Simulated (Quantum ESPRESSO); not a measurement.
# Na (Im-3m): phonons by linear response, part 2 of 3

How does Na (Im-3m) vibrate, and is this structure a minimum?

Quantum ESPRESSO 7.5; DFT LDA, scalar-relativistic, plane waves, PseudoDojo norm-conserving pseudopotentials.

So far. Step 2 (A first look): No gap opens on this mesh, so smearing is kept; the start stands at -1.0 GPa. Step 4 (Self-consistent run for the response): The cell stands at -0.002 GPa, close enough for phonons. The relaxed cell has a = 4.054 Å (conventional setting).

The database entry behind the starting cell differs from later determinations by our own check (0.1 to 0.3 % short, probably kX units), so it need not match the best structure at ambient conditions.

**5. Phonons on a q mesh**

Linear response treats each wavevector in the unit cell, with no supercell; the 4×4×4 mesh fixes the range of the force constants to be had.

ph.in

```
phonons
 &inputph
    prefix='x',
    outdir='./tmp',
    fildyn='x.dyn',
    tr2_ph=1.0d-18,
    alpha_mix(1)=0.4,
    nmix_ph=8,
    ldisp=.true.,
    nq1=4,
    nq2=4,
    nq3=4,
 /
```

Started as:

```bash
OMP_NUM_THREADS=1 mpirun -n 4 ph.x -nk 4 -in ph.in > ph.out
```

The log of the run:

```text
[banners, grids, parts of the stress and lines that vanish by symmetry left out]
[banner, memory and clock lines left out]
Program PHONON v.7.5

     ./tmp/x.save/

     IMPORTANT: XC functional enforced from input :
     Exchange-correlation= PW
                           (   1   4   0   0   0   0   0)
     Any further DFT definition will be discarded
     Please, verify this is what you really want

     G-vector sticks info

     Reading collected, re-writing distributed wavefunctions in ./tmp/

     Dynamical matrices for ( 4, 4, 4)  uniform grid of q-points
     (   8 q-points):
       N         xq(1)         xq(2)         xq(3)
       1   0.000000000   0.000000000   0.000000000
       2   0.000000000  -0.216506351   0.216506351
       3   0.000000000   0.433012702  -0.433012702
       4  -0.216506351   0.649519053  -0.433012702
[...]
Number and degeneracy of irreps per q-point
       N         xq(1)         xq(2)         xq(3)   N irreps
       1   0.000000000   0.000000000   0.000000000       1
        3
       2   0.000000000  -0.216506351   0.216506351       3
     No degeneracy
       3   0.000000000   0.433012702  -0.433012702       3
     No degeneracy
       4  -0.216506351   0.649519053  -0.433012702       3
     No degeneracy
       5   0.000000000   0.000000000   0.433012702       2
        1   2
       6   0.000000000   0.649519053  -0.216506351       3
     No degeneracy
       7   0.433012702  -0.433012702   0.433012702       1
        3
       8   0.000000000   0.000000000  -0.866025404       1
        3

     Calculation of q =    0.0000000   0.0000000   0.0000000

     phonons

     bravais-lattice index     =            0
     lattice parameter (alat)  =       6.6348  a.u.
     unit-cell volume          =     224.8293 (a.u.)^3
     number of atoms/cell      =            1
     number of atomic types    =            1
     kinetic-energy cut-off    =      97.0000  Ry
     charge density cut-off    =     388.0000  Ry
     convergence threshold     =      1.0E-18
     beta                      =       0.4000
     number of iterations used =            8
     Exchange-correlation= PW
                           (   1   4   0   0   0   0   0)

     celldm(1)=    6.63476  celldm(2)=    0.00000  celldm(3)=    0.00000
     celldm(4)=    0.00000  celldm(5)=    0.00000  celldm(6)=    0.00000

     crystal axes: (cart. coord. in units of alat)
               a(1) = (  0.5774  0.5774  0.5774 )
               a(2) = ( -0.5774  0.5774  0.5774 )
               a(3) = ( -0.5774 -0.5774  0.5774 )

     reciprocal axes: (cart. coord. in units 2 pi/alat)
               b(1) = (  0.8660  0.0000  0.8660 )
               b(2) = ( -0.8660  0.8660  0.0000 )
               b(3) = (  0.0000 -0.8660  0.8660 )

     Atoms inside the unit cell:

     Cartesian axes

     site n.  atom      mass           positions (alat units)
        1  Na     22.9898   tau(    1) = (    0.00000    0.00000    0.00000  )

     Computing dynamical matrix for
                    q = (   0.0000000   0.0000000   0.0000000 )

     49 Sym.Ops. (with q -> -q+G )

     G cutoff =  432.6352  (  28897 G-vectors)     FFT grid: ( 45, 45, 45)

     number of k points=    72  Marzari-Vanderbilt smearing, width (Ry)=  0.0200

     PseudoPot. # 1 for Na read from file:
     ./pseudo/Na.upf
     Pseudo is Norm-conserving, Zval =  9.0

     Mode symmetry, O_h (m-3m)  point group:

     Atomic displacements:
     There are    1 irreducible representations

     Representation     1      3 modes -  To be done

     Alpha used in Ewald sum =   2.8000

     Representation #   1 modes #   1   2   3

     Self-consistent Calculation
      iter #   1   av.it.:   7.3
      thresh= 1.000E-02 alpha_mix =  0.400 |ddv_scf|^2 =  1.134E-06
      iter #   2   av.it.:  10.7
      thresh= 1.065E-04 alpha_mix =  0.400 |ddv_scf|^2 =  2.422E-07
      iter #   3   av.it.:  11.4
      thresh= 4.921E-05 alpha_mix =  0.400 |ddv_scf|^2 =  1.703E-10
      iter #   4   av.it.:  11.2
      thresh= 1.305E-06 alpha_mix =  0.400 |ddv_scf|^2 =  1.055E-11
[...]
End of self-consistent calculation

     Convergence has been achieved

     Number of q in the star =    1
     List of q in the star:
[...]
Diagonalizing the dynamical matrix

     q = (    0.000000000   0.000000000   0.000000000 )

 **************************************************************************
     freq (    1) =       0.173300 [THz] =       5.780658 [cm-1]
     freq (    2) =       0.173300 [THz] =       5.780658 [cm-1]
     freq (    3) =       0.173300 [THz] =       5.780658 [cm-1]
 **************************************************************************

     Mode symmetry, O_h (m-3m)  point group:

     freq (   1-   3) =          5.8  [cm-1]   --> T_1u G_15  G_4- I

     Calculation of q =    0.0000000  -0.2165064   0.2165064
     [... set-up and bands at k+q left out ...]

     Mode symmetry, C_2v (mm2)  point group:

     Atomic displacements:
     There are    3 irreducible representations

     Representation     1      1 modes -  To be done

     Representation     2      1 modes -  To be done

     Representation     3      1 modes -  To be done

     Message from routine init_vloc:
     Interpolation table for Vloc re-allocated

     Alpha used in Ewald sum =   2.8000

     Representation #   1 mode #   1

     Self-consistent Calculation

[...]
[... iterations left out ...]
[...]
End of self-consistent calculation

     Convergence has been achieved

     Representation #   2 mode #   2

     Self-consistent Calculation

[...]
[... iterations left out ...]
[...]
End of self-consistent calculation

     Convergence has been achieved

     Representation #   3 mode #   3

     Self-consistent Calculation

[...]
[... iterations left out ...]
[...]
End of self-consistent calculation

     Convergence has been achieved

     Number of q in the star =   12
     List of q in the star:
[...]
Diagonalizing the dynamical matrix

     q = (    0.000000000  -0.216506351   0.216506351 )

 **************************************************************************
     freq (    1) =       0.654707 [THz] =      21.838680 [cm-1]
     freq (    2) =       1.953478 [THz] =      65.161026 [cm-1]
     freq (    3) =       2.910520 [THz] =      97.084487 [cm-1]
 **************************************************************************

     Mode symmetry, C_2v (mm2)  point group:

     freq (   1-   1) =         21.8  [cm-1]   --> B_1  D_3  S_3
     freq (   2-   2) =         65.2  [cm-1]   --> B_2  D_4  S_4
     freq (   3-   3) =         97.1  [cm-1]   --> A_1  D_1  S_1

     Calculation of q =    0.0000000   0.4330127  -0.4330127
     [... set-up and bands at k+q left out ...]

     Mode symmetry, D_2h (mmm)  point group:

     Atomic displacements:
     There are    3 irreducible representations

[...]
Alpha used in Ewald sum =   2.8000

     Representation #   1 mode #   1

[...]
[... iterations left out ...]
[...]
Convergence has been achieved

[...]
Convergence has been achieved

[...]
Convergence has been achieved

     Number of q in the star =    6
     List of q in the star:
[...]
Diagonalizing the dynamical matrix

     q = (    0.000000000   0.433012702  -0.433012702 )

[...]
freq (    1) =       0.900225 [THz] =      30.028276 [cm-1]
     freq (    2) =       2.754465 [THz] =      91.879054 [cm-1]
     freq (    3) =       4.101629 [THz] =     136.815632 [cm-1]
[...]
Mode symmetry, D_2h (mmm)  point group:

     freq (   1-   1) =         30.0  [cm-1]   --> B_2u
     freq (   2-   2) =         91.9  [cm-1]   --> B_1u
     freq (   3-   3) =        136.8  [cm-1]   --> B_3u

     Calculation of q =   -0.2165064   0.6495191  -0.4330127
     [... set-up and bands at k+q left out ...]

     Mode symmetry, C_s (m)     point group:

     Atomic displacements:
     There are    3 irreducible representations

[...]
Alpha used in Ewald sum =   2.8000

[...]
Convergence has been achieved

[...]
Convergence has been achieved

[...]
Convergence has been achieved

     Number of q in the star =   24
     List of q in the star:
[...]
Diagonalizing the dynamical matrix

     q = (   -0.216506351   0.649519053  -0.433012702 )

[...]
freq (    1) =       1.677077 [THz] =      55.941274 [cm-1]
     freq (    2) =       2.935965 [THz] =      97.933235 [cm-1]
     freq (    3) =       3.802357 [THz] =     126.832964 [cm-1]
[...]
Mode symmetry, C_s (m)     point group:

     freq (   1-   1) =         55.9  [cm-1]   --> A'
     freq (   2-   2) =         97.9  [cm-1]   --> A''
     freq (   3-   3) =        126.8  [cm-1]   --> A'

     Calculation of q =    0.0000000   0.0000000   0.4330127
     [... set-up and bands at k+q left out ...]

     Mode symmetry, C_4v (4mm)  point group:

     Atomic displacements:
     There are    2 irreducible representations

[...]
Alpha used in Ewald sum =   2.8000

[...]
Convergence has been achieved

     Representation #   2 modes #   2   3

[...]
Convergence has been achieved

     Number of q in the star =    6
     List of q in the star:
[...]
Diagonalizing the dynamical matrix

     q = (    0.000000000   0.000000000   0.433012702 )

[...]
freq (    1) =       2.793735 [THz] =      93.188963 [cm-1]
     freq (    2) =       2.793735 [THz] =      93.188963 [cm-1]
     freq (    3) =       2.947447 [THz] =      98.316249 [cm-1]
[...]
Mode symmetry, C_4v (4mm)  point group:

     freq (   1-   2) =         93.2  [cm-1]   --> E    G_5 D_5
     freq (   3-   3) =         98.3  [cm-1]   --> A_1  G_1 D_1

     Calculation of q =    0.0000000   0.6495191  -0.2165064
     [... set-up and bands at k+q left out ...]

     Mode symmetry, C_2v (mm2)  point group:

     Atomic displacements:
     There are    3 irreducible representations

[...]
Alpha used in Ewald sum =   2.8000

[...]
Convergence has been achieved

     Representation #   2 mode #   2

[...]
Convergence has been achieved

     Representation #   3 mode #   3

[...]
Convergence has been achieved

     Number of q in the star =   12
     List of q in the star:
[...]
Diagonalizing the dynamical matrix

     q = (    0.000000000   0.649519053  -0.216506351 )

[...]
freq (    1) =       2.717950 [THz] =      90.661065 [cm-1]
     freq (    2) =       3.405732 [THz] =     113.602994 [cm-1]
     freq (    3) =       3.986960 [THz] =     132.990669 [cm-1]
[...]
Mode symmetry, C_2v (mm2)  point group:

     freq (   1-   1) =         90.7  [cm-1]   --> A_1  D_1  S_1
     freq (   2-   2) =        113.6  [cm-1]   --> B_1  D_3  S_3
     freq (   3-   3) =        133.0  [cm-1]   --> B_2  D_4  S_4

     Calculation of q =    0.4330127  -0.4330127   0.4330127
     [... set-up and bands at k+q left out ...]

     Mode symmetry, T_d (-43m)  point group:

     Atomic displacements:
     There are    1 irreducible representations

     Representation     1      3 modes -  To be done

     Alpha used in Ewald sum =   2.8000

     Representation #   1 modes #   1   2   3

     Self-consistent Calculation

[...]
[... iterations left out ...]
[...]
End of self-consistent calculation

     Convergence has been achieved

     Number of q in the star =    2
     List of q in the star:
[...]
2   0.433012702  -0.433012702  -0.433012702

     Diagonalizing the dynamical matrix

     q = (    0.433012702  -0.433012702   0.433012702 )

[...]
freq (    1) =       3.112596 [THz] =     103.825012 [cm-1]
     freq (    2) =       3.112596 [THz] =     103.825012 [cm-1]
     freq (    3) =       3.112596 [THz] =     103.825012 [cm-1]
[...]
Mode symmetry, T_d (-43m)  point group:

     freq (   1-   3) =        103.8  [cm-1]   --> T_2  G_15 P_4

     Calculation of q =    0.0000000   0.0000000  -0.8660254
     [... set-up and bands at k+q left out ...]

     Mode symmetry, O_h (m-3m)  point group:

     Atomic displacements:
     There are    1 irreducible representations

     Representation     1      3 modes -  To be done

     Alpha used in Ewald sum =   2.8000

     Representation #   1 modes #   1   2   3

     Self-consistent Calculation

      iter #   1   av.it.:   7.7
      thresh= 1.000E-02 alpha_mix =  0.400 |ddv_scf|^2 =  2.187E-06

      [... iterations left out ...]
      iter #   8   av.it.:  12.2
      thresh= 1.376E-09 alpha_mix =  0.400 |ddv_scf|^2 =  2.739E-19

     End of self-consistent calculation

     Convergence has been achieved

     Number of q in the star =    1
     List of q in the star:
          1   0.000000000   0.000000000  -0.866025404

     Diagonalizing the dynamical matrix

     q = (    0.000000000   0.000000000  -0.866025404 )

 **************************************************************************
     freq (    1) =       3.915340 [THz] =     130.601687 [cm-1]
     freq (    2) =       3.915340 [THz] =     130.601687 [cm-1]
     freq (    3) =       3.915340 [THz] =     130.601687 [cm-1]
 **************************************************************************

     Mode symmetry, O_h (m-3m)  point group:

     freq (   1-   3) =        130.6  [cm-1]   --> T_1u G_15  G_4-


[key lines of the parts left out:]
the Fermi energy is     1.9539 ev
```

Elapsed: 33 min, on 4 MPI ranks of Arm Neoverse V2, shared host; 2.2 h of CPU time.

This step gave:

| Quantity | Value |
| --- | --- |
| largest acoustic frequency at the zone centre before the sum rule | 5.78 cm⁻¹ |
| lowest mode on the q mesh (acoustic ones at the zone centre apart) | 21.84 cm⁻¹ |

Frequencies (cm⁻¹) at each irreducible wavevector; negative means imaginary. Frequencies by wavevector:

```csv
q (fractions),star,mode 1,mode 2,mode 3
0 0 0,1,5.78,5.78,5.78
0 0 0.25,12,21.84,65.16,97.08
0 0 -0.5,6,30.03,91.88,136.8
0 0.25 -0.5,24,55.94,97.93,126.8
0.25 0.25 0.25,6,93.19,93.19,98.32
0.25 0.25 -0.5,12,90.66,113.6,133
0.25 -0.25 0.25,2,103.8,103.8,103.8
-0.5 -0.5 -0.5,1,130.6,130.6,130.6
```

The acoustic modes at Γ come out as far as 5.8 cm⁻¹ from zero, where they should vanish, a small numerical error.

**6. Force constants in real space**

The dynamical matrices of the mesh are Fourier-transformed to force constants in real space.

q2r.in

```
 &input
    fildyn='x.dyn',
    zasr='simple',
    flfrc='x.fc',
 /
```

Started as:

```bash
q2r.x < q2r.in > q2r.out
```

The log of the run:

```text
[banners, grids, parts of the stress and lines that vanish by symmetry left out]
[banner, memory and clock lines left out]
Program Q2R v.7.5

  reading grid info from file x.dyn0

  reading force constants from file x.dyn1
  Dielectric Tensor not found
  nqs=            1
 q=   0.00000000  0.00000000  0.00000000
  reading force constants from file x.dyn2
  nqs=           12
 q=   0.00000000 -0.21650635  0.21650635
[...]
reading force constants from file x.dyn7
  nqs=            2
[...]
q=   0.43301270 -0.43301270 -0.43301270
  reading force constants from file x.dyn8
  nqs=            1
 q=   0.00000000  0.00000000 -0.86602540

      q-space grid ok, #points =   64

      fft-check success (sum of imaginary terms < 10^-12)
```

Wall time 0.46 s (1 thread).

**7. Interpolated phonon bands**

From the force constants any wavevector is cheap; points of the mesh come back as solved, but for the sum rule and, in polar crystals, the LO-TO term at Γ; the rest is interpolation.

matdyn.in

```
 &input
    asr='simple',
    flfrc='x.fc',
    flfrq='x.freq',
    flvec='x.modes',
    q_in_band_form=.true.,
    q_in_cryst_coord=.true.,
 /
8
  0.0000000   0.0000000   0.0000000  12  ! GAMMA
  0.5000000   0.5000000  -0.5000000  12  ! H
  0.5000000   0.0000000  -0.5000000  12  ! N
  0.0000000   0.0000000   0.0000000  12  ! GAMMA
  0.7500000   0.2500000  -0.2500000  12  ! P
  0.5000000   0.5000000  -0.5000000   1  ! H
  0.7500000   0.2500000  -0.2500000  12  ! P
  0.5000000   0.0000000  -0.5000000   1  ! N
```

Started as:

```bash
matdyn.x -in matdyn.in > matdyn.out
```

The log of the run:

```text
[banner, memory and clock lines left out]
Program MATDYN v.7.5

 mass for atomic type   1 not given; uses mass from file x.fc
     Message from routine matdyn:
     Z* not found in file x.fc, TO-LO splitting at q=0 will be absent!
     Message from routine matdyn:
     Z* not found in file x.fc, TO-LO splitting at q=0 will be absent!

Note: The following floating-point exceptions are signalling: IEEE_UNDERFLOW_FLAG
```

Wall time 0.46 s (1 thread).

Read from the output:

* lowest frequency on the path: 0 cm⁻¹
* mean frequency: 90.7 cm⁻¹
* Debye temperature (second moment): 179 K
* logarithmic mean frequency: 83.8 cm⁻¹

[end of part 2 of 3]

[Host names and launcher messages were left out of these logs when they were recorded.]

[Logs are printed without paths, hosts, clocks, repeated set-up lines and the standing remarks that a program may print on its own settings, such as how far it seeks lower states.]

[Hosts, paths, dates, database ids (printed as entryN), source tags and the programs' standing remarks are cut or masked in the printed files.]
